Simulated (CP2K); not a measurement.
Urea monohydrate has these distinct O atoms: O4 (bonded to C, takes 1 H bond) and O5 (bonded to 2 H, gives 1 H bond, takes 1).

```xyz
11

N     0.3931    1.1327    1.6774
C     0.1159    0.4897    0.4835
N     0.6626   -0.7636    0.3405
O    -0.5917    1.0275   -0.3876
O    -0.9448   -1.1069   -2.0698
H     1.2402    0.8888    2.1817
H     0.1669    2.1219    1.6703
H     0.8981   -1.2862    1.1769
H     0.3033   -1.3044   -0.4472
H    -0.9643   -0.2062   -1.6540
H    -1.2793   -0.9933   -2.9717
```

Their partial O K spectra (CP2K XAS_TDP, all-electron GAPW, PBEh(45%), aug-cc-pVDZ, TDA, GW2X-corrected core level, no relativity) are given in random order, each times the number of alike atoms.

Gaussian full width 0.5 eV, oscillator strength per eV, alike atoms added, rows of zeros left out:

```
E (eV)  curve 1  curve 2
532.50    0.000    0.001
532.75    0.000    0.014
533.00    0.000    0.051
533.25    0.000    0.047
533.50    0.000    0.011
533.75    0.000    0.001
535.00    0.001    0.000
535.25    0.008    0.000
535.50    0.024    0.001
535.75    0.017    0.005
536.00    0.003    0.009
536.25    0.000    0.005
536.50    0.001    0.002
536.75    0.005    0.003
537.00    0.006    0.004
537.25    0.007    0.002
537.50    0.015    0.002
537.75    0.022    0.004
538.00    0.020    0.008
538.25    0.015    0.009
538.50    0.017    0.010
538.75    0.017    0.018
539.00    0.014    0.023
539.25    0.018    0.013
539.50    0.028    0.003
539.75    0.034    0.001
540.00    0.030    0.002
540.25    0.020    0.006
540.50    0.011    0.014
540.75    0.007    0.026
541.00    0.008    0.027
```

Q: Which curve belongs to which atom?

Curve 1: O5 (bonded to 2 H, gives 1 H bond, takes 1), leading line at 535.57 eV (f = 0.013 an atom), ionisation energy 538.24 eV, term value 2.67 eV. Curve 2: O4 (bonded to C, takes 1 H bond), leading line at 533.11 eV (f = 0.031 an atom), ionisation energy 537.01 eV, term value 3.90 eV. The leading line of an atom is its first one with 35 % of the strongest within 2.5 eV of its lowest line over the strength cut. A line lies at the core ionisation energy, which rises as an atom loses charge to its neighbours or to a π system, less the term value, which is large for a low π* or σ* orbital with weight on that atom.

[Banner, clock and machine lines of the logs are left out without a mark of their own.]

[Logs are printed without paths, hosts, clocks, repeated set-up lines and the standing remarks that a program may print on its own settings, such as how far it seeks lower states.]

[Hosts, paths, dates, database ids (printed as entryN), source tags and the programs' standing remarks are cut or masked in the printed files.]
